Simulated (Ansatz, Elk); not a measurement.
# Bonding as seen by X-rays: Mg3ZnP

Structure refinements treat a crystal as free atoms side by side. For a made-up structure of Mg3ZnP (cell and positions from a PBE relaxation) the runs below show what the calculated density changes in F(hkl).

Method: DFT, PBE, all-electron APW+lo, Dirac cores, scalar-relativistic bands, static density, no spin, in Elk 11.2.3 (patched build).

This account leaves out most program logs.

The structure was built from a prototype and need not be the compound's stable phase.

### Step 1. Set-up

Symmetry: Pm-3m, No. 221, cubic system. Conventional cell: a = 4.891 Å, b = 4.891 Å, c = 4.891 Å, α = 90.00°, β = 90.00°, γ = 90.00°. Nearest to Zn lie 6 Mg at 2.45 Å. P has 12 Mg at 3.46 Å nearest. Nearest to Mg lie 2 Zn at 2.45 Å. Farther neighbours are not listed.

### Step 2. Ground state and structure factors

An all-electron density is needed, since X-rays see the cores too. Task 0 finds the density and task 195 Fourier-transforms it; tshift is off so that phases refer to the origin typed.

File elk.in:

```
tasks
  0
  195

xctype
  20

spinpol
  .false.

rgkmax
  7.0

gmaxvr
  14.0

lmaxo
  7

lmaxapw
  8

swidth
  0.002

tshift
  .false.

ramdisk
  .false.

hmaxvr
  5.5

maxscl
  120

epspot
  1e-06

sppath
  './'

avec
  9.24312032823 0.00000000000 -0.00000000000
  0.00000000000 9.24312032823 0.00000000000
  -0.00000000000 0.00000000000 9.24312032823

atoms
  3
  'Zn.in'
  1
  0.5000000000 0.5000000000 0.5000000000   0.000000 0.000000 0.000000
  'P.in'
  1
  -0.0000000000 0.0000000000 -0.0000000000   0.000000 0.000000 0.000000
  'Mg.in'
  3
  0.5000000000 0.5000000000 -0.0000000000   0.000000 0.000000 0.000000
  0.5000000000 -0.0000000000 0.5000000000   0.000000 0.000000 0.000000
  0.0000000000 0.5000000000 0.5000000000   0.000000 0.000000 0.000000

ngridk
  5 5 5
```

Command:

```sh
> OMP_NUM_THREADS=4 elk
```

Run time: 25 s. Hardware: 4 threads of Arm Neoverse V1, shared host; peak memory 0.18 GiB.

SFACRHO.OUT:

```text

h k l indices transformed by vhmat matrix:
   1.000000000       0.000000000       0.000000000    
   0.000000000       1.000000000       0.000000000    
   0.000000000       0.000000000       1.000000000    

      h      k      l  multipl.   |H|            Re(F)            Im(F)           |F|

      0      0      0      1   0.0000000       80.999999     -0.11746970E-16   80.999999    
      0      0      1      6  0.67976885      -25.174409     -0.14393533E-13   25.174409    
      0     -1      1     12  0.96133833       28.745513     -0.70050578E-14   28.745513    
     -1     -1     -1      8   1.1773942       12.933224      0.17157332E-13   12.933224    
      0      0     -2      6   1.3595377       59.855159     -0.25775301E-13   59.855159    
     -1     -2      0     24   1.5200094      -21.589066      0.41256559E-13   21.589066    
     -2      1      1     24   1.6650868       23.335242      0.12133794E-13   23.335242    
     -2      2      0     12   1.9226767       52.300847      0.11587946E-13   52.300847    
     -2      1     -2     24   2.0393066      -19.089200     -0.18755231E-13   19.089200    
     -3      0      0      6   2.0393066      -19.196386      0.49533200E-13   19.196386    
      0      3     -1     24   2.1496179       20.899028      0.33557047E-13   20.899028    
      3     -1      1     24   2.2545382       9.7652735     -0.15152256E-13   9.7652735    
      2      2      2      8   2.3547884       46.991571      0.78940433E-13   46.991571    
      0      3     -2     24   2.4509415      -17.027886     -0.43640282E-13   17.027886    
     -3      1      2     48   2.5434622       19.146089     -0.12645542E-13   19.146089    
      4      0      0      6   2.7190754       42.758562      0.37551829E-13   42.758562    
     -1      0      4     24   2.8027588      -15.286710      0.17857263E-13   15.286710    
      2     -3     -2     24   2.8027588      -15.263690      0.39979863E-13   15.263690
```

Elk indexes on the primitive cell of elk.in and gives |H| = 4π sin θ/λ in inverse bohr. Below, one row stands for each form hkl of the conventional cell (m members, Friedel mates merged), F is for one primitive cell and the density is static (no thermal factor). Free-atom factors are Waasmaier and Kirfel's, and R is Σm||F|−|F'||/Σm|F|.

```
hkl   m  sin θ/λ (Å⁻¹)  abs F, DFT  neutral atoms   diff.
100   6          0.102      25.174         25.210  -0.036
110  12          0.145      28.745         28.508  +0.238
111   8          0.177      12.933         12.974  -0.041
200   6          0.204      59.855         60.371  -0.516
210  24          0.229      21.589         21.878  -0.289
211  24          0.250      23.335         23.730  -0.395
220  12          0.289      52.301         52.593  -0.292
221  24          0.307      19.089         19.344  -0.254
300   6          0.307      19.196         19.344  -0.147
310  24          0.323      20.899         21.094  -0.195
311  24          0.339       9.765          9.612  +0.153
222   8          0.354      46.992         47.170  -0.179
320  24          0.369      17.028         17.156  -0.128
321  48          0.383      19.146         19.264  -0.117
```

### Step 3. The highest occupied states alone

An energy window below the Fermi level keeps the highest occupied states, to see at which angles they scatter; shallow core shells can lie inside it and anion s states outside. No new self-consistency is needed.

elk.in: that of step 2 with these lines changed.

```diff
@@ -1,3 +1,2 @@
 tasks
-  0
   195
@@ -40,2 +39,5 @@
 
+wsfac
+  -0.436370 0.414870
+
 sppath
```

Command:

```sh
> OMP_NUM_THREADS=4 elk
```

The job ended after 13 s (4 threads; peak memory 0.17 GiB).

States within 15 eV below the Fermi level hold 23.00 electrons; any levels below the window count with the cores. Their amplitudes can exceed the total, where window and core parts have opposite phase:

```
hkl  sin θ/λ (Å⁻¹)  abs F, window  abs F, all
100          0.102          7.735      25.174
110          0.145         11.152      28.745
111          0.177          6.532      12.933
200          0.204          8.014      59.855
210          0.229          6.098      21.589
211          0.250          6.555      23.335
220          0.289          5.491      52.301
221          0.307          5.150      19.089
300          0.307          5.252      19.196
310          0.323          4.890      20.899
```

### Step 4. Another functional

The difference from free atoms is small, so it is set against the change that LDA (Perdew-Wang) makes.

elk.in: that of step 3 with these lines changed.

```diff
@@ -1,2 +1,3 @@
 tasks
+  0
   195
@@ -4,3 +5,3 @@
 xctype
-  20
+  3
 
@@ -39,5 +40,2 @@
 
-wsfac
-  -0.436370 0.414870
-
 sppath
```

Command:

```sh
> OMP_NUM_THREADS=4 elk
```

Run time: 14 s. Hardware: 4 threads; peak memory 0.17 GiB; 30 s of CPU time.

Against the first run R = 0.10 %; the largest change is -0.062 at 400.

### Step 5. A coarser k-mesh

About half the k-points along each axis test the sampling.

elk.in: that of step 4 with these lines changed.

```diff
@@ -5,3 +5,3 @@
 xctype
-  3
+  20
 
@@ -63,2 +63,2 @@
 ngridk
-  5 5 5
+  2 2 2
```

Command:

```sh
> OMP_NUM_THREADS=4 elk
```

Elapsed: 20 s, on 4 threads; peak memory 0.18 GiB; 32 s of CPU time.

Against the first run R = 0.02 %; the largest change is -0.101 at 200.

### Step 6. Settings against the effect

```
              run  R against the first run (%)  R against neutral atoms, low angle (%)  wall time
    PBE, rgkmax 7                         0.00                                    0.99       25 s
LDA (Perdew-Wang)                         0.10                                    1.00       14 s
     k-mesh 2×2×2                         0.02                                    1.05       20 s
```

### Step 7. What came out

| Property | Result |
| --- | --- |
| R against neutral atoms, sin θ/λ < 0.3 Å⁻¹ | 0.99 % |
| R against neutral atoms, 0.3 to 0.82 Å⁻¹ | 0.35 % |

In words: Independent neutral atoms miss the calculated amplitudes by R = 0.99 % below 0.3 Å⁻¹ and 0.35 % from there to 0.82 Å⁻¹; by shells, 0.62 % below 0.15 Å⁻¹ (2 forms), 1.08 % 0.15 to 0.3 (5 forms), 0.64 % 0.3 to 0.45 (13 forms), 0.29 % above 0.45 (62 forms). Bonding, aspherical density and the tables' own atoms all enter these figures, and the runs don't part them. The largest change of an amplitude is -0.52 electrons, at 200. The window's part falls from 23.0 electrons at the origin to at most 3.06 between 0.45 and 0.82 Å⁻¹, where compact states inside the window still scatter. Below 0.3 Å⁻¹ the changes that finished (LDA (Perdew-Wang) and k-mesh 2×2×2) move F by R = 0.09 % at most, against the 0.99 % that separates it from free atoms. The basis has no finished test. Part of the difference isn't bonding: the tables are fits to free atoms and ions calculated by other methods than this functional. Thermal motion, anomalous dispersion and extinction are left out.

[Logs are printed without paths, hosts, clocks, repeated set-up lines and the standing remarks that a program may print on its own settings, such as how far it seeks lower states.]

[Hosts, paths, dates, database ids (printed as entryN), source tags and the programs' standing remarks are cut or masked in the printed files.]
